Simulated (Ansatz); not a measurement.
# NaCaF3 (model structure): optical spectrum from first principles

What colour and refractive index does NaCaF3 (model structure) have at this level of theory? The cell was made here by substitution or stacking, whether or not such a phase is known. It was built so: All K replaced by Na in the Pm-3m structure of KCaF3.

Calculated with Ansatz 0.2.0; DFT, PBE, plane-wave PAW, default files, scalar-relativistic, independent-particle optical response without local fields.

Report form: the programs' logs are mostly left out.

## Step 1: Set-up

It takes space group Pm-3m (No. 221, cubic). Conventional cell: a = 4.210 Å, b = 4.210 Å, c = 4.210 Å, α = 90.00°, β = 90.00°, γ = 90.00°. Nearest to Ca lie 6 F at 2.11 Å. Nearest to Na lie 12 F at 2.98 Å. Nearest to F lie 2 Ca at 2.11 Å. All K replaced by Na in the Pm-3m structure of KCaF3. Farther neighbours and most contacts between anions are not listed.

## Step 2: Relaxation

The structure was built or cut out here, so it is relaxed before any spectrum is computed.

This step: DFT, PBE, plane-wave PAW, default files, scalar-relativistic, relaxation (Ansatz 0.2.0).

The input, input.yaml:

```yaml
crystal:
  lattice:
    - [4.21037786, 0.0, 0.0]
    - [0.0, 4.21037786, 0.0]
    - [0.0, 0.0, 4.21037786]
  atoms:
    - { symbol: Ca, position: [0.0, 0.0, 0.0] }
    - { symbol: Na, position: [0.5, 0.5, 0.5] }
    - { symbol: F, position: [0.5, 0.0, 0.0] }
    - { symbol: F, position: [0.0, 0.0, 0.5] }
    - { symbol: F, position: [0.0, 0.5, 0.0] }
kpoints:
  mp_grid: { grid: [5, 5, 5] }
scf:
  occupations: { method: fermi_dirac, width: 0.05 }
hamiltonian:
  xc: pbe
  pseudopotentials: { kind: paw }
output:
  forces: true
  stress: true
relax:
  f_tol: 0.02
  max_steps: 50
  cell: {}
```

The run is started by

```
$ ansatz run input.yaml --threads 2 --pin off --max-ram 5120MiB --backend cpu --events-out ev --progress --plain --runs-dir out
```

Elapsed: 6.1 s, on 2 threads of Arm Neoverse V1, shared host; peak memory 0.32 GiB.

Relaxation path:

| step | energy less that of the first step (eV) | largest force component (eV/Å) | pressure (GPa) | volume (Å³) |
| --- | --- | --- | --- | --- |
| 1 | 0.0000 | 0.0000 | 10.46 | 74.64 |
| 2 | -0.2676 | 0.0000 | 2.00 | 82.40 |
| 3 | -0.2762 | 0.0000 | 0.19 | 84.47 |
| 4 | -0.2758 | 0.0000 | 0.00 | 84.70 |
| 5* | -0.3412 | 0.0000 | 1.37 | 84.70 |
| 6 | -0.3451 | 0.0000 | 0.33 | 86.36 |
| 7 | -0.3437 | 0.0000 | -0.01 | 86.93 |
| 8* | -0.3507 | 0.0000 | 0.03 | 86.93 |

Relaxation steps marked * repeat the geometry before them on a plane-wave basis chosen anew for their cell, so energy and pressure can jump there.

Forces are held to the 48 operations that the run works with; a distortion that breaks them can't arise in this run.

| conventional cell, symmetrised | before | after | change |
| --- | --- | --- | --- |
| a (Å) | 4.210 | 4.430 | +5.2 % |
| b (Å) | 4.210 | 4.430 | +5.2 % |
| c (Å) | 4.210 | 4.430 | +5.2 % |
| volume (Å³/atom) | 14.93 | 17.39 | +16.5 % |

The relaxation ends with a pressure of 0.03 GPa.

## Step 3: Ground state and bands

First the ground state: is it a metal or has it a gap?

This step: DFT, PBE, plane-wave PAW, default files, scalar-relativistic, ground state (Ansatz 0.2.0).

The input, input.yaml:

```yaml
crystal:
  lattice:
    - [4.4299417524, 0.0, 0.0]
    - [0.0, 4.4299417524, 0.0]
    - [0.0, 0.0, 4.4299417524]
  atoms:
    - { symbol: Ca, position: [0.0, 0.0, 0.0] }
    - { symbol: Na, position: [0.5, 0.5, 0.5] }
    - { symbol: F, position: [0.5, 0.0, 0.0] }
    - { symbol: F, position: [0.0, 0.0, 0.5] }
    - { symbol: F, position: [0.0, 0.5, 0.0] }
kpoints:
  mp_grid: { grid: [5, 5, 5] }
  band_path:
    path:
      - [[0.0, 0.0, 0.0], [0.0, 0.5, 0.0], [0.5, 0.5, 0.0], [0.0, 0.0, 0.0], [0.5, 0.5, 0.5], [0.0, 0.5, 0.0]]
      - [[0.5, 0.5, 0.0], [0.5, 0.5, 0.5]]
    npoints: 11
scf:
  occupations: { method: fermi_dirac, width: 0.05 }
  n_extra_bands: 9
hamiltonian:
  xc: pbe
  pseudopotentials: { kind: paw }
output:
  forces: true
  stress: true
  populations: true
  write_bands: true
  write_density: true
  write_potential: true
  elf: true
  volumetric_format: npy
```

The job ended after 2.9 s (2 threads; peak memory 0.35 GiB; 5.5 s of CPU time).

Numbers from this step:

| Quantity | Value |
| --- | --- |
| free energy | -5736.3447 eV |
| Fermi energy | 2.860 eV |
| gap by band count | 5.043 eV |
| electrons | 40 |
| symmetry operations | 48 |
| pressure | 0.03480 GPa |
| gap on the k-mesh | 5.043 eV |
| volume | 86.93 Å³ |
| gap on the path | 5.004 eV |
| least direct gap on the path | 5.179 eV |

There is a gap, 5.00 eV on the path, so no carriers' term is needed. The cell is left with a pressure of 0.0 GPa after its relaxation.

Electronic bands along the path, in eV, zero at the Fermi level; v1 is the highest filled band, c1 the lowest empty one:

| point | v4 | v3 | v2 | v1 | c1 | c2 | c3 | c4 |
| --- | --- | --- | --- | --- | --- | --- | --- | --- |
| Γ | -2.97 | -2.75 | -2.75 | -2.75 | 2.42 | 6.75 | 6.75 | 6.75 |
| 0.45 of the way | -3.05 | -3.02 | -2.78 | -2.78 | 3.01 | 6.81 | 6.92 | 6.92 |
| X | -3.26 | -3.07 | -2.80 | -2.80 | 4.45 | 5.34 | 6.89 | 7.13 |
| 0.55 of the way | -3.25 | -3.14 | -2.92 | -2.72 | 4.90 | 6.03 | 7.13 | 7.17 |
| M | -3.25 | -3.25 | -3.02 | -2.58 | 5.44 | 6.80 | 6.80 | 7.38 |
| 0.45 of the way | -3.14 | -3.13 | -2.87 | -2.79 | 3.94 | 6.84 | 7.05 | 7.11 |
| Γ | -2.97 | -2.75 | -2.75 | -2.75 | 2.42 | 6.75 | 6.75 | 6.75 |
| 0.45 of the way | -3.37 | -2.88 | -2.88 | -2.81 | 4.00 | 6.98 | 7.08 | 7.08 |
| R | -3.92 | -2.58 | -2.58 | -2.58 | 5.73 | 7.23 | 7.23 | 7.23 |
| 0.45 of the way | -3.56 | -2.80 | -2.77 | -2.69 | 5.22 | 6.60 | 7.21 | 7.46 |
| X | -3.26 | -3.07 | -2.80 | -2.80 | 4.45 | 5.34 | 6.89 | 7.13 |
| jump to M | -3.25 | -3.25 | -3.02 | -2.58 | 5.44 | 6.80 | 6.80 | 7.38 |
| 0.45 of the way | -3.45 | -2.79 | -2.79 | -2.58 | 5.54 | 7.01 | 7.01 | 7.82 |
| R | -3.92 | -2.58 | -2.58 | -2.58 | 5.73 | 7.23 | 7.23 | 7.23 |

ELF in the ac plane at fractional y = 0.000, with atoms of Ca and F within 0.2 Å of it. It is the smooth field of the valence electrons, not physical close to the nuclei.

Ten even steps from '_' (0.00) to '@' (0.84), each cell a mean:
```
@@@@%%::==@@%%##@@%%::==@@@@
@@@@**..--%%@@@@@@**..::%%@@
++==..__..++##%%##--____::==
::::..____..--==::______..::
%%##++::______..______--**%%
%%@@%%++..__________::##@@@@
**%%@@**::________..==%%@@##
##@@@@**::__________--##@@%%
@@@@##--____________..++%%@@
====::______::::..____..--==
::..______--****++::____..::
@@%%==__::##@@@@%%++....**%%
@@@@%%..==@@@@%%@@##::==@@@@
@@@@@@::==@@##**%%%%::++@@@@
```
Atoms in or near the plane, at fractional coordinates: Ca at (0.00, 0.00), F at (0.50, 0.00), F at (0.00, 0.50).

Electrostatic potential energy in the ac plane at fractional y = 0.000, with atoms of Ca and F within 0.2 Å of it. With pseudopotentials it is smooth inside the atoms' cores, unlike the true potential.

Values in eV, 14 rows by 14 columns, each cell a mean:
```
-52 -46 -22  -2   3 -13 -35 -39 -29  -3   2  -9 -32 -51
-37 -27 -11   1   5   3 -13 -18  -7   5   4  -3 -17 -32
-11  -7  -1   4   6   7   7   7   7   7   5   2  -3  -9
  2   3   4   6   7   8   8   8   8   8   7   5   4   2
 -7   1   6   7   8   8   8   8   8   8   8   7   5  -3
-35 -22   2   8   8   8   7   7   8   8   8   7  -7 -29
-41 -34  -5   8   8   8   7   7   7   8   8   7 -18 -39
-40 -29  -2   8   8   8   7   7   7   8   8   7 -13 -35
-19  -7   6   8   8   8   8   8   8   8   8   7   3 -13
  2   4   5   7   7   8   8   8   8   8   7   6   5   3
 -4  -1   2   5   7   8   8   8   8   7   6   4   1  -2
-26 -18  -6   2   5   6  -2  -5   2   6   4  -1 -11 -22
-50 -40 -18  -1   4  -7 -29 -34 -22   1   3  -7 -27 -46
-52 -50 -26  -4   2 -19 -40 -41 -35  -7   2 -11 -37 -52
```
Atoms in or near the plane, at fractional coordinates: Ca at (0.00, 0.00), F at (0.50, 0.00), F at (0.00, 0.50).

## Step 4: Spectrum

With the density converged, the vertical transitions are summed over the zone.

This step: DFT, PBE, plane-wave PAW, default files, scalar-relativistic, independent-particle optical response without local fields (Ansatz 0.2.0).

input.yaml, the sections that differ from step 3:

```yaml
kpoints:
  mp_grid: { grid: [5, 5, 5] }
scf:
  occupations: { method: fixed }
output:
  optics:
    e_range: [0, 20]
    de: 0.05
    sigma: 0.15
    nscf_kmesh: { grid: [6, 6, 6] }
    bands: auto
# crystal, hamiltonian: as in step 3
```

Wall time 34 s (2 threads); peak memory 0.77 GiB; 66 s of CPU time.

Numbers from this step:

| Item | Value |
| --- | --- |
| electronic dielectric constant ε∞, mean over x, y and z (by symmetry where fewer were run) | 2.017 |
| absorption onset, first axis (α over 10⁴ cm⁻¹, or the direct gap if that lies higher) | 5.179 eV |
| main peak of Im epsilon, first axis | 10.35 eV |
| centre of weight of the strongest loss peak in the window | 13.25 eV |
| least direct gap on the mesh | 5.179 eV |
| bands summed | 90 |
| spectra valid up to | 46.51 eV |
| program's estimate of the k-sum error in Im epsilon | 0.05 % |
| electrons in the f-sum | 22.61 |

The Im ε, any direction has structure finer than the step of the table below, so its rows give means over 1 eV, whole bins alone (the curve runs from 0 to 20 eV). Peaks (eV: height): 10.3: 2.98.

The Im ε, any direction by photon energy; means over each step:

| photon energy (eV) | Im ε, any direction |
| --- | --- |
| 4 | 0 |
| 5 | 0.0629 |
| 6 | 0.444 |
| 7 | 0.638 |
| 8 | 0.535 |
| 9 | 0.745 |
| 10 | 2.48 |
| 11 | 1.52 |
| 12 | 1.28 |
| 13 | 1.19 |
| 14 | 0.714 |
| 15 | 0.531 |
| 16 | 0.581 |
| 17 | 0.597 |
| 18 | 0.514 |
| 19 | 0.326 |

The Re ε, any direction by photon energy:

| photon energy (eV) | Re ε, any direction |
| --- | --- |
| 0 | 2.02 |
| 1 | 2.03 |
| 2 | 2.05 |
| 3 | 2.10 |
| 4 | 2.19 |
| 5 | 2.43 |
| 6 | 2.55 |
| 7 | 2.34 |
| 8 | 2.23 |
| 9 | 2.82 |
| 10 | 2.52 |
| 11 | 1.14 |
| 12 | 1.05 |
| 13 | 0.962 |
| 14 | 0.672 |
| 15 | 1.06 |
| 16 | 1.08 |
| 17 | 1.03 |
| 18 | 0.932 |
| 19 | 1.09 |
| 20 | 1.31 |

Values under 1 per cm are given as 1. Absorption coefficient, any direction against photon energy:

| photon energy (eV) | absorption coefficient, any direction (1/cm) |
| --- | --- |
| 0.000 | 1 |
| 0.500 | 1 |
| 1.000 | 1 |
| 1.500 | 1 |
| 2.000 | 1 |
| 2.500 | 1 |
| 3.000 | 1 |
| 3.500 | 1 |
| 4.000 | 1 |
| 4.500 | 1 |
| 5.000 | 719 |
| 5.500 | 47010 |
| 6.000 | 84581 |
| 6.500 | 1.2e5 |
| 7.000 | 1.5e5 |
| 7.500 | 1.7e5 |
| 8.000 | 1.3e5 |
| 8.500 | 1.4e5 |
| 9.000 | 1.9e5 |
| 9.500 | 3.1e5 |
| 10.000 | 7.8e5 |
| 10.500 | 1.0e6 |
| 11.000 | 6.4e5 |
| 11.500 | 7.2e5 |
| 12.000 | 6.7e5 |
| 12.500 | 6.9e5 |
| 13.000 | 7.1e5 |
| 13.500 | 7.8e5 |
| 14.000 | 5.3e5 |
| 14.500 | 3.7e5 |
| 15.000 | 3.9e5 |
| 15.500 | 4.1e5 |
| 16.000 | 4.2e5 |
| 16.500 | 4.5e5 |
| 17.000 | 5.0e5 |
| 17.500 | 4.9e5 |
| 18.000 | 4.8e5 |
| 18.500 | 3.7e5 |
| 19.000 | 2.7e5 |
| 19.500 | 2.6e5 |
| 20.000 | 3.0e5 |

The reflectivity at normal incidence, any direction has structure finer than the step of the table below, so its rows give means over 1 eV, whole bins alone (the curve runs from 0 to 20 eV). Peaks (eV: height): 10.4: 17.4, 13.5: 7.58.

The reflectivity at normal incidence, any direction by photon energy; means over each step:

photon energy (eV), reflectivity at normal incidence, any direction (%) and a bar:
```
        1        3.1 #####
        2        3.2 ######
        3        3.4 ######
        4        3.8 #######
        5        4.8 #########
        6        5.5 ###########
        7        5.2 ##########
        8        4.8 #########
        9        7.4 ###############
       10       14.3 ##############################
       11        8.8 ##################
       12        6.6 #############
       13        6.5 #############
       14        4.2 ########
       15        1.6 ##
       16        1.8 ##
       17        1.9 ###
       18        1.6 ##
       19        0.7
```

The loss function −Im 1/ε at q → 0, any direction has structure finer than the step of the table below, so its rows give means over 0.5 eV, whole bins alone (the curve runs from 0 to 20 eV). Peaks (eV: height): 10.70: 0.530, 13.80: 0.792, 17.95: 0.463.

Loss function −Im 1/ε at q → 0, any direction against energy loss; means over each step:

| energy loss (eV) | loss function −Im 1/ε at q → 0, any direction |
| --- | --- |
| 4.5 | 0 |
| 5.0 | 0.00370 |
| 5.5 | 0.0390 |
| 6.0 | 0.0671 |
| 6.5 | 0.0941 |
| 7.0 | 0.109 |
| 7.5 | 0.118 |
| 8.0 | 0.0946 |
| 8.5 | 0.0757 |
| 9.0 | 0.0833 |
| 9.5 | 0.101 |
| 10.0 | 0.197 |
| 10.5 | 0.384 |
| 11.0 | 0.442 |
| 11.5 | 0.423 |
| 12.0 | 0.466 |
| 12.5 | 0.468 |
| 13.0 | 0.505 |
| 13.5 | 0.672 |
| 14.0 | 0.727 |
| 14.5 | 0.484 |
| 15.0 | 0.388 |
| 15.5 | 0.376 |
| 16.0 | 0.382 |
| 16.5 | 0.372 |
| 17.0 | 0.410 |
| 17.5 | 0.402 |
| 18.0 | 0.439 |
| 18.5 | 0.347 |
| 19.0 | 0.246 |
| 19.5 | 0.199 |

At chosen wavelengths:

| wavelength (nm) | n | k | R (%) | 1/α |
| --- | --- | --- | --- | --- |
| 1550 | 1.42 | 0.000 | 3.0 | over 1 mm |
| 1064 | 1.42 | 0.000 | 3.1 | over 1 mm |
| 532 | 1.44 | 0.000 | 3.2 | over 1 mm |
| 450 | 1.44 | 0.000 | 3.3 | over 1 mm |
| 405 | 1.45 | 0.000 | 3.4 | over 1 mm |
| 308 | 1.48 | 0.000 | 3.8 | over 1 mm |
| 248 | 1.56 | 0.001 | 4.8 | 14 µm |

A film 1 µm thick would pass 94 % of daylight and look colourless in transmission (x = 0.313, y = 0.329).

The f-sum over the summed bands holds 22.6 of the cell's 40 electrons outside the frozen cores, 22 of which lie in bands more than 12 eV below the Fermi level, whose transitions come at higher energies. Up to 20 eV the strength has a mean oscillator energy of 11.4 eV, and these transitions give 70 % of ε∞ − 1 along x; the rest comes from higher ones.

## Step 5: Static response with local fields

Perturbation theory gives the static response with local fields and the functional's kernel, and it needs no empty bands.

This step: DFT, PBE, plane-wave PAW, default files, scalar-relativistic, static field response by perturbation theory with local fields (Ansatz 0.2.0).

Changes to input.yaml since step 4:

```diff
@@ -18,8 +18,2 @@
   pseudopotentials: { kind: paw }
-output:
-  optics:
-    e_range: [0, 20]
-    de: 0.05
-    sigma: 0.15
-    nscf_kmesh: { grid: [6, 6, 6] }
-    bands: auto
+dielectric: {}
```

Elapsed: 6.4 s, on 2 threads; peak memory 0.4 GiB.

Read-outs, printed or worked out from the files:

| Property | Result |
| --- | --- |
| electronic dielectric constant ε∞, mean over x, y and z (by symmetry where fewer were run) | 1.945 |

ε∞ with local fields:

```
1.95 0.00 0.00
0.00 1.95 0.00
0.00 0.00 1.95
```

Diagonal elements. Born, by row:

| atom | Z*xx (e) | Z*yy (e) | Z*zz (e) |
| --- | --- | --- | --- |
| Ca1 | 2.269 | 2.269 | 2.269 |
| Na2 | 1.171 | 1.171 | 1.171 |
| F3 | -1.7 | -0.87 | -0.87 |
| F4 | -0.87 | -0.87 | -1.7 |
| F5 | -0.87 | -1.7 | -0.87 |

Mean Born charges are Ca +2.27, Na +1.17 and F -1.15, against formal valences of +2, +1 and -1. The largest lies a little above its ionic value.

## Step 6: Summary of results

```json
{"gap on the path": "5.00 eV", "least direct gap on the path": "5.18 eV", "electronic dielectric constant ε∞, mean over x, y and z (by symmetry where fewer were run) (independent particles)": "2.02", "absorption onset, first axis (α over 10⁴ cm⁻¹, or the direct gap if that lies higher)": "5.18 eV", "main peak of Im epsilon, first axis": "10.3 eV", "centre of weight of the strongest loss peak in the window, first axis": "13.2 eV", "electronic dielectric constant ε∞, mean over x, y and z (by symmetry where fewer were run) (static response with local fields)": "1.95"}
```

At this level (PBE, independent particles) NaCaF3 has ε∞ = 2.02 (1.95 with local fields) and n = 1.42 at 1550 nm; absorption sets in near 5.2 eV, and Im ε peaks at 10.3 eV. The cell grew by 16.5 % in volume. The gap is indirect (5.00 eV), so absorption without phonons can begin only at the direct gap of 5.18 eV. Absorption passes 10⁴ cm⁻¹ from the direct gap on, 5.18 eV, in the ultraviolet, so the visible is passed. The strongest loss structure up to 20 eV has its centre of weight at 13.2 eV; a free-electron gas of the 22.6 electrons in the f-sum would put its plasmon at 18.9 eV. Distinct maxima of Im ε, read by a parabola through the highest points, lie at 7.57 eV (0.66), 10.35 eV (3.0), 11.47 eV (1.5) and 16.85 eV (0.64). The f-sum over the summed bands holds 22.6 of the cell's 40 electrons outside the frozen cores, 22 of which lie in bands more than 12 eV below the Fermi level, whose transitions come at higher energies. Up to 20 eV the strength has a mean oscillator energy of 11.4 eV, and these transitions give 70 % of ε∞ − 1 along x; the rest comes from higher ones. A film 1 µm thick would pass 94 % of daylight and look colourless in transmission (x = 0.313, y = 0.329). In the base spectrum excitons and phonon-assisted transitions are missing, and so are local fields; PBE gaps are as a rule too small, which pulls the onset down and ε∞ up. In the base run ε includes the program's bounded estimate of what the bands above those summed add. The cell grew by 16 % in the relaxation, which can come from the guessed start or, where layers or molecules are weakly bound, from the missing dispersion term; a larger cell lowers ε.

[Logs are printed without paths, hosts, clocks, repeated set-up lines and the standing remarks that a program may print on its own settings, such as how far it seeks lower states.]

[Hosts, paths, dates, database ids (printed as entryN), source tags and the programs' standing remarks are cut or masked in the printed files.]
